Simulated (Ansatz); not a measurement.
# Is AlVAg in the AlB2 type a stable metal?

Question: is the lattice of AlVAg in the AlB2 type stable, and if so, what are its coupling constant and resistivity?

Program: Ansatz 0.2.0. Level of theory: DFT PBE, scalar-relativistic, plane waves, PAW; PAW set soft_1. Results are calculated unless marked as measured.

Most raw output is cut from this account.

The structure was built from a prototype and need not be the compound's stable phase.

## Step 1: The structure

Symmetry: P-6m2, No. 187, hexagonal system. The conventional cell has a = 3.738 Å, b = 3.738 Å, c = 3.925 Å, α = 90.00°, β = 90.00°, γ = 120.00°. V has 6 Ag at 2.92 Å and 6 Al at 2.92 Å nearest. Nearest to Al lie 3 Ag at 2.16 Å and 6 V at 2.92 Å. Nearest to Ag lie 3 Al at 2.16 Å and 6 V at 2.92 Å. Farther neighbours are not listed.

## Step 2: Rough relaxation

Large forces or a large pressure at the start call for a first relaxation with loose thresholds.

input.yaml

```yaml
crystal:
  lattice:
    - [3.73774, 0.0, 0.0]
    - [-1.86887, 3.23697, 0.0]
    - [0.0, 0.0, 3.92462]
  atoms:
    - { symbol: V, position: [0.0, 0.0, 0.0] }
    - { symbol: Al, position: [0.33333333, 0.66666667, 0.5] }
    - { symbol: Ag, position: [0.66666667, 0.33333333, 0.5] }
kpoints:
  mp_grid: { grid: [6, 6, 6] }
hamiltonian:
  xc: pbe
  pseudopotentials: { kind: paw, azcp: { folder: soft_1 } }
scf:
  occupations: { method: gaussian, width: 0.1 }
output:
  forces: true
  stress: true
  eigenvalues: true
relax:
  adjacent_minimum: "off"
  f_tol: 0.05
  max_steps: 80
  cell: { stress_tol: 0.5 }
```

The run is started by

```
> ansatz run input.yaml --threads 4 --pin off --max-ram 12288MiB --backend cpu --events-out ev --progress --plain --runs-dir out
```

The job ended after 11 s (4 threads of Arm Neoverse V2, shared host; peak memory 0.38 GiB; 39 s of CPU time).

This run has no spin polarisation, although V can carry a moment.

The steps of the relaxation:

```
step  energy less that of the first step (eV)  largest force component (eV/Å)  pressure (GPa)  volume (Å³)
   1                                   0.0000                          0.0000           21.28        47.48
   2                                  -0.9361                          0.0000            7.29        50.22
   3                                  -1.4131                          0.0000            3.22        50.25
   4                                  -1.8046                          0.0000            1.32        49.55
   5                                  -2.1555                          0.0000            0.86        48.37
   6                                  -2.4166                          0.0000            1.71        46.99
   7                                  -2.5385                          0.0000           -1.18        47.19
   8                                  -2.5439                          0.0000            0.26        46.56
   9                                  -2.5442                          0.0000           -0.02        46.68
 10*                                  -2.5856                          0.0000            1.34        46.68
  11                                  -2.5895                          0.0000            0.19        47.05
 12*                                  -2.5897                          0.0000            0.19        47.05
```

Relaxation steps marked * repeat the geometry before them on a plane-wave basis chosen anew for their cell, so energy and pressure can jump there.

The run keeps the 12 symmetry operations that it works with, so distortions that break them were not tested.

| cell as run | before | after | change |
| --- | --- | --- | --- |
| a (Å) | 3.738 | 4.398 | +17.7 % |
| b (Å) | 3.738 | 4.398 | +17.7 % |
| c (Å) | 3.925 | 2.810 | -28.4 % |
| volume (Å³/atom) | 15.83 | 15.68 | -0.9 % |

Final coordinates:

```xyz
3
Lattice="4.3975 0.0000 0.0000 -2.1988 3.8084 0.0000 0.0000 0.0000 2.8097" Properties=species:S:1:pos:R:3 pbc="T T T"
V     0.0000    0.0000    0.0000
Al    0.0000    2.5389    1.4048
Ag    2.1988    1.2695    1.4048
```

This step gave:

```yaml
pressure: 0.1928 GPa
volume_per_atom: 15.68 Å³/atom
metallic_on_mesh: yes
gap_on_the_k_mesh: 0 eV
```

The largest force is now zero by symmetry and the largest stress component 0.29 GPa.

## Step 3: Relaxing cell and atoms

Lattice constant and positions set the bands and the force constants, so the cell is relaxed first.

input.yaml, the sections that differ from step 2:

```yaml
crystal:
  lattice:
    - [4.3975144899, 0.0, 0.0]
    - [-2.1987572449, 3.8083592617, 0.0]
    - [0.0, 0.0, 2.8096860885]
  atoms:
    - { symbol: V, position: [0.0, 0.0, 0.0] }
    - { symbol: Al, position: [0.3333333333, 0.6666666667, 0.5] }
    - { symbol: Ag, position: [0.6666666667, 0.3333333333, 0.5] }
kpoints:
  mp_grid: { grid: [9, 9, 10] }
relax:
  adjacent_minimum: "off"
  f_tol: 0.005
  max_steps: 80
  cell: { stress_tol: 0.05 }
# hamiltonian, scf, output: as in step 2
```

Run time: 8.9 s. Hardware: 4 threads; peak memory 0.45 GiB; 34 s of CPU time.

The steps of the relaxation:

```
step  energy less that of the first step (eV)  largest force component (eV/Å)  pressure (GPa)  volume (Å³)
   1                                   0.0000                          0.0000            0.29        47.05
   2                                  -0.0004                          0.0000           -0.28        47.28
   3                                  -0.0005                          0.0000            0.01        47.17
   4                                  -0.0006                          0.0000            0.01        47.17
```

The log counts 1 steps on a newly chosen plane-wave basis, not all of them marked here; energy and pressure can jump at such steps.

| conventional cell, symmetrised | before | after | change |
| --- | --- | --- | --- |
| a (Å) | 4.398 | 4.392 | -0.1 % |
| b (Å) | 4.398 | 4.392 | -0.1 % |
| c (Å) | 2.810 | 2.823 | +0.5 % |
| volume (Å³/atom) | 15.68 | 15.72 | +0.3 % |

Final coordinates:

```xyz
3
Lattice="4.3924 0.0000 0.0000 -2.1962 3.8039 0.0000 0.0000 0.0000 2.8233" Properties=species:S:1:pos:R:3 pbc="T T T"
V     0.0000    0.0000    0.0000
Al    0.0000    2.5360    1.4116
Ag    2.1962    1.2680    1.4116
```

This step gave:

| Property | Result |
| --- | --- |
| pressure | 0.008162 GPa |
| volume per atom | 15.72 Å³/atom |

The largest force is now zero by symmetry and the largest stress component 0.012 GPa.

## Step 4: Relaxing tightly for phonons

No force is left; the cell is relaxed once more with another smearing and tight thresholds.

input.yaml, the sections that differ from step 3:

```yaml
crystal:
  lattice:
    - [4.3924125825, 0.0, 0.0]
    - [-2.1962062912, 3.8039408804, 0.0]
    - [0.0, 0.0, 2.8232582129]
  atoms:
    - { symbol: V, position: [0.0, 0.0, 0.0] }
    - { symbol: Al, position: [0.3333333333, 0.6666666667, 0.5] }
    - { symbol: Ag, position: [0.6666666667, 0.3333333333, 0.5] }
scf:
  occupations: { method: methfessel_paxton, width: 0.2 }
relax:
  adjacent_minimum: "off"
  f_tol: 0.001
  max_steps: 60
  cell: { stress_tol: 0.01 }
# kpoints, hamiltonian, output: as in step 3
```

Run time: 8.5 s. Hardware: 4 threads; peak memory 0.45 GiB.

Little changed from the start: no atom moved by 0.005 Å and no cell edge by 0.1 %.

Numbers from this step:

```yaml
pressure: 0.001640 GPa
```

The largest force is now zero by symmetry and the largest stress component 0.0029 GPa, small enough for phonons.

## Step 5: Lattice stability: q 2×2×2, k 4×4×6

Before any scattering is computed, the phonons show whether the structure is a minimum.

input.yaml

```yaml
crystal:
  lattice:
    - [4.3923406905, 0.0, 0.0]
    - [-2.1961703452, 3.80387862, 0.0]
    - [0.0, 0.0, 2.8225569001]
  atoms:
    - { symbol: V, position: [0.0, 0.0, 0.0] }
    - { symbol: Al, position: [0.3333333333, 0.6666666667, 0.5] }
    - { symbol: Ag, position: [0.6666666667, 0.3333333333, 0.5] }
kpoints:
  mp_grid: { grid: [4, 4, 6] }
hamiltonian:
  xc: pbe
  pseudopotentials: { kind: paw, azcp: { folder: soft_1 } }
scf:
  occupations: { method: methfessel_paxton, width: 0.2 }
output:
  eigenvalues: true
phonons:
  method: dfpt
  qmesh: [2, 2, 2]
  temperatures: { t_max: 1000, t_step: 50 }
  qpath:
    path:
      - [[0.0, 0.0, 0.0], [0.5, 0.0, 0.0], [0.33333333, 0.33333333, 0.0], [0.0, 0.0, 0.0], [0.0, 0.0, 0.5], [0.5, 0.0, 0.5], [0.33333333, 0.33333333, 0.5], [0.0, 0.0, 0.5]]
      - [[0.5, 0.0, 0.5], [0.5, 0.0, 0.0]]
      - [[0.33333333, 0.33333333, 0.5], [0.33333333, 0.33333333, 0.0]]
    npoints: 10
```

Wall time 24 s (4 threads); peak memory 0.5 GiB; 90 s of CPU time.

Numbers from this step:

```yaml
share_of_imaginary_modes_in_the_plain_interpolation_between_solved_wavevectors: 0.0128
highest_frequency_solved_or_plainly_interpolated: 322.9 cm⁻¹
```

Solved on the 2×2×2 mesh alone; all other wavevectors are interpolated. Phonon branches along the path, in cm⁻¹:

```
    point  branch 1  branch 2  branch 3  branch 4  branch 5  branch 6  branch 7  branch 8  branch 9
        Γ         0         0         0        75       195       195       198       319       319
  halfway        49        53        91       109       176       180       187       313       321
        M        68        73       121       136       164       167       182       302       323
  halfway        70        77       124       126       161       163       195       301       321
        K        73        82       116       130       158       159       205       299       320
  halfway        55        58        96       120       171       180       183       312       321
        Γ         0         0         0        75       195       195       198       319       319
  halfway        76        76       105       132       200       200       227       315       315
        A       104       104       116       162       208       208       274       311       311
  halfway        58        98       140       160       205       210       278       306       312
        L       -39        92       153       156       206       211       282       300       312
  halfway       -54       102       152       156       201       216       282       295       316
        H       -63       109       150       155       199       219       282       292       318
  halfway        41       101       142       159       203       212       279       303       313
        A       104       104       116       162       208       208       274       311       311
jump to L       -39        92       153       156       206       211       282       300       312
  halfway        84        95       125       149       185       188       228       301       318
        M        68        73       121       136       164       167       182       302       323
jump to H       -63       109       150       155       199       219       282       292       318
  halfway        66       122       124       133       190       190       230       296       319
        K        73        82       116       130       158       159       205       299       320
```

Lowest modes at the softest wavevector of the mesh. Modes at q = (0.500, 0.000, 0.500), with each element's share of the kinetic energy (negative means imaginary):

| mode | frequency (cm⁻¹) | V % | Al % | Ag % |
| --- | --- | --- | --- | --- |
| 1 | -39.1 | 86 | 0 | 14 |
| 2 | 91.9 | 0 | 16 | 84 |
| 3 | 153.4 | 13 | 5 | 82 |
| 4 | 155.9 | 16 | 0 | 84 |
| 5 | 205.5 | 72 | 13 | 15 |
| 6 | 211.4 | 100 | 0 | 0 |

Displacements in mode 1 (-39.1 cm⁻¹), the largest set to 1, in the home cell:
```
V1  0.00 0.00 1.00
Al2 0.01 0.01 0.00
Ag3 0.24 0.14 0.00
```

Displacements in mode 6 (211.4 cm⁻¹), the largest set to 1, in the home cell:
```
V1  -0.58  1.00  0.00
Al2  0.00  0.00  0.00
Ag3  0.00  0.00  0.00
```

Among the solved wavevectors the lowest mode, translations apart, is -39.1 cm⁻¹, imaginary.

## Step 6: Phonons by linear response: q 3×3×2, k 6×6×8

An imaginary mode on so few k-points may come from the sampling, so the phonons are repeated with another q and k mesh.

input.yaml, as its differences from that of step 5:

```diff
@@ -10,3 +10,3 @@
 kpoints:
-  mp_grid: { grid: [4, 4, 6] }
+  mp_grid: { grid: [6, 6, 8] }
 hamiltonian:
@@ -20,3 +20,3 @@
   method: dfpt
-  qmesh: [2, 2, 2]
+  qmesh: [3, 3, 2]
   temperatures: { t_max: 1000, t_step: 50 }
```

Run time: 95 s. Hardware: 4 threads; peak memory 0.62 GiB.

This step gave:

```
share of imaginary modes in the plain interpolation between solved wavevectors : 0.0188
highest frequency, solved or plainly interpolated                              : 322.4 cm⁻¹
```

Solved on the 3×3×2 mesh alone; all other wavevectors are interpolated. The phonon branches at the labelled points (cm⁻¹):

```csv
point,branch 1,branch 2,branch 3,branch 4,branch 5,branch 6,branch 7,branch 8,branch 9
Γ,0,0,0,74,196,196,200,316,316
halfway,49,54,92,109,177,180,188,311,319
M,67,71,122,136,163,166,180,302,322
halfway,68,79,126,131,149,162,197,299,322
K,70,87,125,133,143,156,208,296,322
halfway,58,58,98,117,169,183,184,309,319
Γ,0,0,0,74,196,196,200,316,316
halfway,70,70,95,128,192,192,228,313,313
A,82,101,101,162,188,188,277,309,309
halfway,23,97,138,160,187,193,283,304,310
L,-50,92,151,154,187,192,285,299,312
halfway,-69,103,145,151,183,196,285,295,315
H,-81,109,136,150,182,196,284,291,317
halfway,-28,99,141,158,184,197,284,302,312
A,82,101,101,162,188,188,277,309,309
jump to L,-50,92,151,154,187,192,285,299,312
halfway,83,94,124,146,176,178,229,301,317
M,67,71,122,136,163,166,180,302,322
jump to H,-81,109,136,150,182,196,284,291,317
halfway,58,116,123,137,158,191,232,294,320
K,70,87,125,133,143,156,208,296,322
```

Lowest modes at the softest wavevector of the mesh. The modes at q = (-0.333, -0.333, 0.500) (shares of kinetic energy by element, %) (negative means imaginary):

```csv
mode,frequency (cm⁻¹),V %,Al %,Ag %
1,-81.4,75,2,23
2,109.3,24,15,61
3,136.4,60,0,40
4,150.5,0,0,100
5,182.2,40,0,60
6,196.5,89,11,0
```

Displacements in mode 1 (-81.4 cm⁻¹), the largest set to 1, in the home cell (x, y, z of the real part, then of the imaginary part):
```
V1   0.00  0.00  1.00  0.00  0.00  0.00
Al2  0.00 -0.16  0.00  0.16  0.00  0.00
Ag3  0.23  0.13  0.00  0.13 -0.23  0.00
```

Displacements in mode 6 (196.5 cm⁻¹), the largest set to 1, in the home cell (x, y, z of the real part, then of the imaginary part):
```
V1  0.00 1.00 0.00 1.00 0.00 0.00
Al2 0.00 0.00 0.69 0.00 0.00 0.00
Ag3 0.00 0.00 0.00 0.00 0.00 0.00
```

The modes has structure finer than the step of the table below, so its rows give means over 10 cm⁻¹, whole bins alone (the curve runs from -90.4 to 342 cm⁻¹). Peaks (cm⁻¹: height): Ag 72.8: 0.0332, 94.5: 0.0302, 146.2: 0.0387, 181.6: 0.0119, 317.6: 0.0144; Al 233.3: 0.00982, 279.5: 0.0157, 314.9: 0.0736; V 189.8: 0.0626.

Phonopy on the run's constants, 15x15x19 mesh, Gaussian sigma 3.1 cm⁻¹. The modes by wavenumber; means over each step; values in 1/cm⁻¹/cell:

```csv
wavenumber (cm⁻¹),Ag,Al,V
-80,1.6e-4,1.5e-5,5.3e-4
-70,4.6e-4,4.0e-5,0.00153
-60,5.8e-4,5.2e-5,0.00207
-50,7.8e-4,6.7e-5,0.00290
-40,6.7e-4,5.5e-5,0.00247
-30,5.4e-4,5.1e-5,0.00212
-20,3.9e-4,3.9e-5,0.00133
-10,4.6e-5,6.1e-6,7.4e-5
0,1.6e-4,2.3e-5,3.6e-4
10,3.1e-4,4.9e-5,6.6e-4
20,9.2e-4,1.6e-4,0.00168
30,0.00192,3.4e-4,0.00275
40,0.00317,5.6e-4,0.00350
50,0.00577,9.5e-4,0.00433
60,0.0126,0.00171,0.00621
70,0.0285,0.00375,0.00831
80,0.0245,0.00393,0.00545
90,0.0220,0.00423,0.00510
100,0.0234,0.00537,0.00681
110,0.0122,0.00439,0.00648
120,0.0150,0.00536,0.00921
130,0.0235,0.00550,0.0120
140,0.0312,0.00432,0.0164
150,0.0310,0.00210,0.0151
160,0.00994,0.00293,0.0174
170,0.00497,0.00634,0.0258
180,0.0101,0.00807,0.0440
190,0.00792,0.00748,0.0584
200,0.00240,0.00556,0.0205
210,8.1e-4,0.00375,0.00375
220,2.6e-4,0.00451,0.00226
230,1.1e-4,0.00474,0.00112
240,8.1e-5,0.00392,9.4e-4
250,9.8e-5,0.00693,0.00102
260,6.3e-5,0.00477,5.8e-4
270,1.0e-4,0.00915,9.4e-4
280,1.3e-4,0.0135,0.00123
290,2.9e-4,0.0137,5.3e-4
300,0.00295,0.0491,0.00128
310,0.00890,0.0585,0.00123
320,0.0104,0.0508,0.00153
330,7.0e-4,0.00312,1.2e-4
```

No LO-TO term; unit eigenvectors of the mass-weighted matrix. Modes at Γ, with each element's share of the kinetic energy:

```csv
mode,frequency (cm⁻¹),symmetry,V %,Al %,Ag %
1,0.0,unnamed,27,15,58
2,0.0,unnamed,27,15,58
3,0.0,unnamed,27,15,58
4,74.4,A2'',15,47,37
5,195.5,E',71,1,29
6,195.5,E',71,1,29
7,199.5,A2'',57,38,5
8,316.4,E',2,85,13
9,316.4,E',2,85,13
```

Displacements in mode 4 (74.4 cm⁻¹), the largest set to 1:
```
V1   0.00  0.00  0.41
Al2  0.00  0.00  1.00
Ag3  0.00  0.00 -0.44
```

Displacements in mode 8 (316.4 cm⁻¹), the largest set to 1:
```
V1   0.04 -0.11  0.00
Al2 -0.37  1.00  0.00
Ag3  0.07 -0.20  0.00
```

Among the solved wavevectors the lowest mode, translations apart, is -81.4 cm⁻¹, imaginary.

## Step 7: Outcome

* phonon run of the rows without a label of their own: PBE, q 3×3×2, k 6×6×8
* softest mode on the q mesh: -81.4 cm⁻¹ at q = (-0.333, -0.333, 0.5)
* highest frequency, solved or plainly interpolated: 322 cm⁻¹

**Reading.** The lattice is dynamically unstable at this level: a mode at q = (-0.333, -0.333, 0.5) is imaginary, 81.4i cm⁻¹, so no harmonic coupling constant or resistivity is defined for this structure. These meshes are coarse, and single modes of a metal can move by tens of cm⁻¹ with the k mesh. The coarser mesh found an imaginary mode at another wavevector, which this mesh lacks. The phonon runs are not spin-polarised. The structure was built by hand as an ordered model, and its stability against other phases was not tested.

[Logs are printed without paths, hosts, clocks, repeated set-up lines and the standing remarks that a program may print on its own settings, such as how far it seeks lower states.]

[Hosts, paths, dates, database ids (printed as entryN), source tags and the programs' standing remarks are cut or masked in the printed files.]
